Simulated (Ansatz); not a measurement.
**K2LiScI6 (double perovskite (elpasolite)) (Fm-3m): G0W0 under other settings**

Aim: change settings of a G0W0 run on K2LiScI6 (double perovskite (elpasolite)) (Fm-3m) and see what moves.

Calculated with Ansatz 0.2.0; G0W0 on PBE, plane waves, PAW.

The structure was built from a prototype and need not be the compound's stable phase.

**1. The structure**

Symmetry: Fm-3m, No. 225, cubic system. The conventional cell has a = 11.711 Å, b = 11.711 Å, c = 11.711 Å, α = 90.00°, β = 90.00°, γ = 90.00°. Nearest to K lie 12 I at 4.14 Å. Nearest to Li lie 6 I at 2.97 Å. Sc has 6 I at 2.89 Å nearest. Nearest to I lie 1 Sc at 2.89 Å and 1 Li at 2.97 Å and 4 K at 4.14 Å. It derives from I6K2Li1Sc1. Farther neighbours and most contacts between anions are not listed.

Coordinates:

```cif
data_structure
_symmetry_space_group_name_H-M 'P 1'
_symmetry_Int_Tables_number 1
_cell_length_a 8.2808
_cell_length_b 8.2808
_cell_length_c 8.2808
_cell_angle_alpha 60.000
_cell_angle_beta 60.000
_cell_angle_gamma 60.000
_cell_volume 401.51
loop_
_atom_site_label
_atom_site_type_symbol
_atom_site_fract_x
_atom_site_fract_y
_atom_site_fract_z
_atom_site_occupancy
K1 K 0.25000 0.25000 0.25000 1
K2 K 0.75000 0.75000 0.75000 1
Li3 Li 0.00000 0.00000 0.00000 1
Sc4 Sc 0.50000 0.50000 0.50000 1
I5 I 0.25338 0.74662 0.74662 1
I6 I 0.25338 0.74662 0.25338 1
I7 I 0.74662 0.25338 0.74662 1
I8 I 0.74662 0.25338 0.25338 1
I9 I 0.74662 0.74662 0.25338 1
I10 I 0.25338 0.25338 0.74662 1
```

The structure was relaxed with PBE. The structure type comes from a generator and need not be one that this composition takes. The runs that relaxed it are not among those shown. Spin-orbit coupling is left out unless a step names it. The default PAW set here is soft_2. Its files were made with PBE.

**2. The base run: 2×2×2 mesh, 1198 empty bands, screening to 120 eV**

G0W0 replaces the xc potential by the self-energy, built once from these orbitals. Only a window of levels is corrected, while the sums run over the empty bands that the input names.

input.yaml

```yaml
crystal:
  lattice:
    - [0.0, 5.8553772128, 5.8553772128]
    - [5.8553772128, 0.0, 5.8553772128]
    - [5.8553772128, 5.8553772128, 0.0]
  atoms:
    - { symbol: K, position: [0.25, 0.25, 0.25] }
    - { symbol: K, position: [0.75, 0.75, 0.75] }
    - { symbol: Li, position: [0.0, 0.0, 0.0] }
    - { symbol: Sc, position: [0.5, 0.5, 0.5] }
    - { symbol: I, position: [0.2533847642, 0.7466152358, 0.7466152358] }
    - { symbol: I, position: [0.2533847642, 0.7466152358, 0.2533847642] }
    - { symbol: I, position: [0.7466152358, 0.2533847642, 0.7466152358] }
    - { symbol: I, position: [0.7466152358, 0.2533847642, 0.2533847642] }
    - { symbol: I, position: [0.7466152358, 0.7466152358, 0.2533847642] }
    - { symbol: I, position: [0.2533847642, 0.2533847642, 0.7466152358] }
kpoints:
  mp_grid: { grid: [2, 2, 2] }
hamiltonian:
  xc: pbe
scf:
  occupations: { method: fixed }
gw:
  n_empty_bands: 1198
  ecut_chi: 120.0
  qp_bands: [v3, c3]
  qp_kpoints: band_edges
  screening: { model: contour_deformation }
```

Command:

```sh
> ansatz run input.yaml --threads 8 --pin off --max-ram 17510MiB --backend cpu --events-out ev --progress --plain --runs-dir out
```

Numbers of over 12 decimals in the logs are rounded to 6 here.

The log of the run:

```text
Engine: ansatz 0.2.0, aarch64-unknown-linux-gnu
Pseudopotentials: kind: paw
Pseudopotential: K, paw, valence charge 9, recommended cutoff 420 eV (normal), K.paw.azcp
Pseudopotential: Li, paw, valence charge 3, recommended cutoff 420 eV (normal), Li.paw.azcp
Pseudopotential: Sc, paw, valence charge 11, recommended cutoff 420 eV (normal), Sc.paw.azcp
Pseudopotential: I, paw, valence charge 17, recommended cutoff 420 eV (normal), I.paw.azcp
Functional definition: PBE
  parameter kappa = 0.804
  parameter beta = 0.066725
  exchange = pbe_x(kappa = kappa, mu = beta*pi^2/3)
  correlation = pbe_c(beta = beta)
Crystal: 10 atoms, lattice volume = 401.508 Å³
Basis set: ecut = 420 eV, 7799 PW (Γ)
Bands: 81, of which v1, the nominal top of the filled ones, is band 67 counted from 1 (66 counted from 0)
Symmetry: 48 space group operations
Space group: Fm-3m (ITA 225), of the structure as read, at distance tolerance 7.4e-5 Å
k-points: 3 of 8
Non-local potential: K, projectors of the file, l = 0: 3, l = 1: 2, l = 2: 2
Non-local potential: Li, projectors of the file, l = 0: 3, l = 1: 2, l = 2: 1
Non-local potential: Sc, projectors of the file, l = 0: 3, l = 1: 2, l = 2: 3, l = 3: 1
Non-local potential: I, projectors of the file, l = 0: 2, l = 1: 2, l = 2: 2, l = 3: 2
PAW form: soft (Blöchl's): semilocal exchange-correlation on the pseudo side does not see the compensation charge
PAW one-centre angular grid: K, 110 points (default); XC on 64 Gauss nodes
PAW one-centre angular grid: Li, 110 points (default); XC on 64 Gauss nodes
PAW one-centre angular grid: Sc, 590 points (default); XC on 64 Gauss nodes
PAW one-centre angular grid: I, 590 points (default); XC on 64 Gauss nodes
Initial density: superposition of atomic densities (neutral atoms: chi_scale 0, normalization atom), corrected by the library's trained network
Initial wavefunctions: pseudopotential atomic-orbital guess
Functional: x = pbe(κ = 0.804, μ = 0.219515), c = pbe(β = 0.066725)
SCF iter   1: F=—  HF=-50506.356970 eV  |F-HF|=—  |Δ(HF+E_count)|=         —  Δρ=7.38e-4  dr2=6.26e-3  ethr=1.77e-3  ⟨swp⟩=5.7  Hψ=818  notcnv=0  defer=33
preconditioner: auto → Resta (q_TF=auto, 2.272 Å⁻¹)  ε∞=2.9  [insulator: Δε(μ)=2.043 eV  Ē_g=10.338 eV  n_scr=64 (ndim 8)  ℏωp=14.4 eV  f_vac=0.146  ε∞_Penn≈2.9]
SCF iter   2: F=—  HF=-50506.355243 eV  |F-HF|=—  |Δ(HF+E_count)|=   1.73e-3  Δρ=4.95e-4  dr2=1.87e-3  ethr=4.67e-6  ⟨swp⟩=2.7  Hψ=507  notcnv=0  defer=34
SCF iter   3: F=—  HF=-50506.355150 eV  |F-HF|=—  |Δ(HF+E_count)|=   9.24e-5  Δρ=2.48e-4  dr2=3.88e-4  ethr=1.40e-6  ⟨swp⟩=2.0  Hψ=310  notcnv=0  defer=33
SCF iter   4: F=—  HF=-50506.355351 eV  |F-HF|=—  |Δ(HF+E_count)|=   2.01e-4  Δρ=1.07e-4  dr2=8.78e-5  ethr=2.90e-7  ⟨swp⟩=2.7  Hψ=423  notcnv=0  defer=33
[...]
SCF 1 converged in 7 iterations: F = -50506.355384 eV  dr2 = 4.66e-8
[...]
NSCF: frozen V_eff on 3 k-points
G₀W₀ screening: q 1/3
[... further progress lines ...]
NSCF: frozen V_eff on 1 k-points
NSCF: frozen V_eff on 1 k-points
SCF converged after 7 iterations
Free energy (F): -50506.355384 eV
Harris-Foulkes:  -50506.355384 eV  (|F-HF|=5.86e-9)
Internal energy: -50506.355384 eV  (E = F + TS)
E sigma→0 (E₀):  -50506.355384 eV
Fermi energy:    3.782114 eV
--- Per-component energies (eV) ---
  E_band       = -2944.196609
  E_kinetic    = 1920.812475
  E_local      = -15880.299457  (includes V_loc(G=0)·N_el)
  E_nonlocal   = -469.607059
  E_hartree    = 7709.906332
  E_xc         = -1153.549826
  E_vxc        = -1243.981859  (∫ρ·V_xc dr)
  E_paw        = -31440.373287  (= ΣΔE_a)
  E_vpaw       = -2690.940441  (= ΣTr[D̂ρ^β])
  E_aug_tail   = -0.000058  (compensation charges beyond the density's cutoff)
  E_ewald      = -11193.244504
  E_smearing   = -0.000000  (= −TS)
  E_closure    = 0.000000  (closes the sum)
  Σ components = -50506.355384   (vs F -50506.355384, Δ=0.00e0)
--- Band table (eV) ---
  k-point 0: bands = [... 63 lower, 3.3873, 3.7821, 3.7821, 3.7821, 5.8245, 5.8245, 5.8245, 7.0768, ... 10 higher]
  k-point 1: bands = [... 63 lower, 3.2856, 3.3919, 3.4116, 3.4116, 5.9016, 6.0055, 6.0055, 6.9382, ... 10 higher]
  k-point 2: bands = [... 63 lower, 2.7372, 3.2183, 3.2183, 3.7621, 5.8253, 6.1926, 6.1926, 6.4586, ... 10 higher]
--- G₀W₀: contour deformation, 6 samples at zero and on the imaginary axis and 1 off it, 8 q-points, 1198 empty bands' worth ---
  eigenvalues of the whole cell's RPA ε∞ on this k-mesh (on a slab, of 1 + 4πα/V) = 4.2856, 4.2856, 4.2856; static W/v taken at q = 0 is 0.233337
  bands read: the sum over 1265 bands ends inside a degenerate multiplet in 2 slots, whose members it reads at an even weight; the widest, k=0: bands 1264 to 1266 (counted from 1) at 2/3 each
  gw.qp_kpoints: band_edges: 3 of 3 stored k-points solved, in 1 pass; an edge of the gap read off the rows below is read off those points alone
    ik  band        ε_KS         Σx   Σc(E_QP)       V_xc       Z   E_QP_lin       E_QP  E_QP is
     0    65      3.7821   -17.7241     1.7912   -14.8254  0.7571     2.6354     2.6746  root
     0    66      3.7821   -17.7241     1.7912   -14.8254  0.7571     2.6354     2.6746  root
     0    67      3.7821   -17.7241     1.7912   -14.8254  0.7571     2.6354     2.6746  root
     0    68      5.8245    -9.3495    -6.3354   -16.7361  0.6915     6.9191     6.8757  root
     0    69      5.8245    -9.3495    -6.3354   -16.7361  0.6915     6.9191     6.8757  root
     0    70      5.8245    -9.3495    -6.3354   -16.7361  0.6915     6.9191     6.8757  root
     1    65      3.3919   -17.3274     1.9120   -14.2787  0.7520     2.2088     2.2552  root
     1    66      3.4116   -17.4211     1.7727   -14.5464  0.7565     2.2681     2.3096  root
[...]
2    67      3.7621   -17.6610     1.7906   -14.7635  0.7570     2.6157     2.6551  root
     2    68      5.8253    -9.3333    -6.4051   -16.8003  0.6902     6.9320     6.8872  root
     2    69      6.1926   -10.3142    -6.6915   -18.0752  0.6743     7.3142     7.2621  root
     2    70      6.1926   -10.3142    -6.6915   -18.0752  0.6743     7.3142     7.2621  root
```

The job ended after 3.7 min (8 threads of Arm Neoverse V2, shared host; peak memory 8.3 GiB).

This step gave:

* bands summed: 1265
* RPA ε∞ on this mesh (eigenvalues): 4.286, 4.286, 4.286
* plane waves in the screening matrix: 1243
* q-points in the mesh: 8
* G0W0 gap on the mesh: 4.201 eV
* k of the valence top: 0, 0, 0
* k of the conduction bottom: 0, 0, 0
* starting gap on the mesh: 2.042 eV
* Z at the valence top: 0.7571
* Z at the conduction bottom: 0.6915
* least direct G0W0 gap on the computed points: 4.201 eV

The gap on the mesh goes from 2.04 eV to 4.20 eV, a correction of +2.16 eV. Between the two edge states, bare exchange in place of the xc potential would open the gap by 10.29 eV, and correlation takes back 8.13 eV.

**3. Variant: accuracy level**

input.yaml, as its differences from that of step 2:

```diff
@@ -23,4 +23,4 @@
 gw:
-  n_empty_bands: 1198
-  ecut_chi: 120.0
+  n_empty_bands: 911
+  ecut_chi: 100
   qp_bands: [v3, c3]
@@ -28 +28,2 @@
   screening: { model: contour_deformation }
+accuracy: high
```

The log of the run:

```text
[...]
Crystal: 10 atoms, lattice volume = 401.508 Å³
Basis set: ecut = 420 eV, 7799 PW (Γ)
Bands: 81, of which v1, the nominal top of the filled ones, is band 67 counted from 1 (66 counted from 0)
Symmetry: 48 space group operations
[...]
k-points: 3 of 8
[...]
SCF iter   1: F=—  HF=-50506.356940 eV  |F-HF|=—  |Δ(HF+E_count)|=         —  Δρ=7.38e-4  dr2=6.26e-3  ethr=1.77e-3  ⟨swp⟩=5.7  Hψ=818  notcnv=0  defer=33
[...]
SCF iter   7: F=-50506.355356 eV  HF=-50506.355356 eV  |F-HF|=5.12e-9  |Δ(HF+E_count)|=   7.78e-7  Δρ=3.08e-6  dr2=4.70e-8  ethr=7.46e-11  ⟨swp⟩=16.3  Hψ=1253  notcnv=0
SCF 1 converged in 7 iterations: F = -50506.355356 eV  dr2 = 4.70e-8
[...]
NSCF: frozen V_eff on 3 k-points
G₀W₀ screening: q 1/3
[... further progress lines ...]
[...]
SCF converged after 7 iterations
Free energy (F): -50506.355356 eV
[...]
Internal energy: -50506.355356 eV  (E = F + TS)
E sigma→0 (E₀):  -50506.355356 eV
Fermi energy:    3.782106 eV
[...]
--- Band table (eV) ---
  k-point 0: bands = [... 63 lower, 3.3873, 3.7821, 3.7821, 3.7821, 5.8245, 5.8245, 5.8245, 7.0768, ... 10 higher]
  k-point 1: bands = [... 63 lower, 3.2856, 3.3919, 3.4116, 3.4116, 5.9015, 6.0055, 6.0055, 6.9382, ... 10 higher]
  k-point 2: bands = [... 63 lower, 2.7372, 3.2183, 3.2183, 3.7621, 5.8253, 6.1926, 6.1926, 6.4586, ... 10 higher]
[...]
0    65      3.7821   -17.7241     1.8648   -14.8254  0.7575     2.7161     2.7482  root
     0    66      3.7821   -17.7241     1.8648   -14.8254  0.7575     2.7161     2.7482  root
     0    67      3.7821   -17.7241     1.8648   -14.8254  0.7575     2.7161     2.7482  root
     0    68      5.8245    -9.3495    -6.2717   -16.7361  0.6924     6.9873     6.9394  root
     0    69      5.8245    -9.3495    -6.2717   -16.7361  0.6924     6.9873     6.9394  root
     0    70      5.8245    -9.3495    -6.2717   -16.7361  0.6924     6.9873     6.9394  root
     1    65      3.3919   -17.3274     1.9790   -14.2787  0.7524     2.2839     2.3222  root
     1    66      3.4116   -17.4211     1.8430   -14.5464  0.7570     2.3462     2.3798  root
[...]
2    67      3.7621   -17.6610     1.8635   -14.7635  0.7574     2.6957     2.7280  root
     2    68      5.8253    -9.3333    -6.3415   -16.8003  0.6911     7.0002     6.9508  root
     2    69      6.1926   -10.3142    -6.6200   -18.0752  0.6753     7.3908     7.3336  root
     2    70      6.1926   -10.3142    -6.6200   -18.0752  0.6753     7.3908     7.3336  root
```

Elapsed: 2 min, on 8 threads; peak memory 6 GiB.

The G0W0 gap on the mesh is 4.191 eV.

Against the base:

```csv
setting,base,variant
empty bands,1198,911
screening cutoff (eV),120.0,100
accuracy,-,high
```

```csv
quantity,variant,base
starting gap on the mesh,2.042,2.042
G0W0 gap on the mesh,4.191,4.201
least direct G0W0 gap on the computed points,4.191,4.201
Z at the valence top,0.757,0.757
Z at the conduction bottom,0.692,0.692
```

**4. Variant: wider window of levels**

input.yaml, as its differences from that of step 3:

```diff
@@ -25,5 +25,4 @@
   ecut_chi: 100
-  qp_bands: [v3, c3]
-  qp_kpoints: band_edges
+  qp_bands: [v8, c4]
+  qp_kpoints: [[0, 0, 0]]
   screening: { model: contour_deformation }
-accuracy: high
```

The log of the run:

```text
[...]
Crystal: 10 atoms, lattice volume = 401.508 Å³
Basis set: ecut = 420 eV, 7799 PW (Γ)
Bands: 81, of which v1, the nominal top of the filled ones, is band 67 counted from 1 (66 counted from 0)
Symmetry: 48 space group operations
[...]
k-points: 3 of 8
[...]
SCF iter   1: F=—  HF=-50506.356970 eV  |F-HF|=—  |Δ(HF+E_count)|=         —  Δρ=7.38e-4  dr2=6.26e-3  ethr=1.77e-3  ⟨swp⟩=5.7  Hψ=818  notcnv=0  defer=33
[...]
SCF iter   7: F=-50506.355384 eV  HF=-50506.355384 eV  |F-HF|=5.86e-9  |Δ(HF+E_count)|=   7.77e-7  Δρ=3.05e-6  dr2=4.66e-8  ethr=7.46e-11  ⟨swp⟩=16.3  Hψ=1253  notcnv=0
SCF 1 converged in 7 iterations: F = -50506.355384 eV  dr2 = 4.66e-8
[...]
G₀W₀ screening: q 1/3
[... further progress lines ...]
[...]
SCF converged after 7 iterations
Free energy (F): -50506.355384 eV
[...]
Internal energy: -50506.355384 eV  (E = F + TS)
E sigma→0 (E₀):  -50506.355384 eV
Fermi energy:    3.782114 eV
[...]
--- Band table (eV) ---
  k-point 0: bands = [... 63 lower, 3.3873, 3.7821, 3.7821, 3.7821, 5.8245, 5.8245, 5.8245, 7.0768, ... 10 higher]
  k-point 1: bands = [... 63 lower, 3.2856, 3.3919, 3.4116, 3.4116, 5.9016, 6.0055, 6.0055, 6.9382, ... 10 higher]
  k-point 2: bands = [... 63 lower, 2.7372, 3.2183, 3.2183, 3.7621, 5.8253, 6.1926, 6.1926, 6.4586, ... 10 higher]
[...]
0    60      2.9676   -17.0515     2.1271   -13.8439  0.7427     1.8358     1.8871  root
     0    61      2.9676   -17.0515     2.1271   -13.8439  0.7427     1.8358     1.8871  root
     0    62      3.3873   -17.3764     1.8110   -14.5368  0.7587     2.3252     2.3587  root
     0    63      3.3873   -17.3764     1.8110   -14.5368  0.7587     2.3252     2.3587  root
     0    64      3.3873   -17.3764     1.8110   -14.5368  0.7587     2.3252     2.3587  root
     0    65      3.7821   -17.7241     1.8657   -14.8254  0.7575     2.7161     2.7491  root
     0    66      3.7821   -17.7241     1.8657   -14.8254  0.7575     2.7161     2.7491  root
     0    67      3.7821   -17.7241     1.8657   -14.8254  0.7575     2.7161     2.7491  root
     0    68      5.8245    -9.3495    -6.2730   -16.7361  0.6924     6.9875     6.9381  root
     0    69      5.8245    -9.3495    -6.2730   -16.7361  0.6924     6.9875     6.9381  root
     0    70      5.8245    -9.3495    -6.2730   -16.7361  0.6924     6.9875     6.9381  root
     0    71      7.0768    -3.5375    -3.2522    -7.0239  0.8140     7.3121     7.3111  root
```

It took 1.8 min on 8 threads; peak memory 6 GiB.

Absolute levels on the run's own zero. QP, by row:

```csv
k index,band,KS (eV),Sigma_x (eV),Sigma_c (eV),Vxc (eV),Z,QP linearised (eV),QP (eV),source,doubts
0,60,2.968,-17.05,2.127,-13.84,0.7427,1.836,1.887,root,
0,61,2.968,-17.05,2.127,-13.84,0.7427,1.836,1.887,root,
0,62,3.387,-17.38,1.811,-14.54,0.7587,2.325,2.359,root,
0,63,3.387,-17.38,1.811,-14.54,0.7587,2.325,2.359,root,
0,64,3.387,-17.38,1.811,-14.54,0.7587,2.325,2.359,root,
0,65,3.782,-17.72,1.866,-14.83,0.7575,2.716,2.749,root,
0,66,3.782,-17.72,1.866,-14.83,0.7575,2.716,2.749,root,
0,67,3.782,-17.72,1.866,-14.83,0.7575,2.716,2.749,root,
0,68,5.824,-9.35,-6.273,-16.74,0.6924,6.987,6.938,root,
0,69,5.824,-9.35,-6.273,-16.74,0.6924,6.987,6.938,root,
0,70,5.824,-9.35,-6.273,-16.74,0.6924,6.987,6.938,root,
0,71,7.077,-3.538,-3.252,-7.024,0.814,7.312,7.311,root,
```

Against the base:

```csv
setting,base,variant
empty bands,1198,911
screening cutoff (eV),120.0,100
levels asked,v3 to c3,v8 to c4
points asked,band edges,"[[0, 0, 0]]"
```

**5. Results**

```json
{"base": "4.20 eV, 3.7 min", "accuracy level": "4.19 eV, 2 min", "wider window of levels": "direct gap at the listed points 4.19 eV, 1.8 min"}
```

**Reading.** Accuracy level: the gap moves by −0.01 eV. The variant differs from the base in empty bands, screening cutoff and accuracy together, so the change can't be laid to one of them. Wider window of levels: only the listed points were computed; the least direct gap there is 4.19 eV, with empty bands, screening cutoff, levels asked and points asked changed against the base. All runs here use a coarse mesh and modest cutoffs; they test settings and are not final values. The 2×2×2 mesh is coarse for this cell (its supercell is 17 Å along the shortest edge). The RPA ε∞ on it, from the PBE start, is 4.29; such meshes misread the long-range screening, most where the gap is narrow. The many-body steps are scalar-relativistic: spin-orbit coupling is not in them.

[Paths, hosts, dates, memory and timing lines, banners, echoed tables and standing remarks are left out of the program output.]

[Logs are printed without paths, hosts, clocks, repeated set-up lines and the standing remarks that a program may print on its own settings, such as how far it seeks lower states.]

[Runs of the session that timed out or met a known fault of the program may be left out.]

[Cells called generated may have been cut or substituted from an entry of the Crystallography Open Database or the Materials Project.]

[Hosts, paths, dates, database ids (printed as entryN), source tags and the programs' standing remarks are cut or masked in the printed files.]
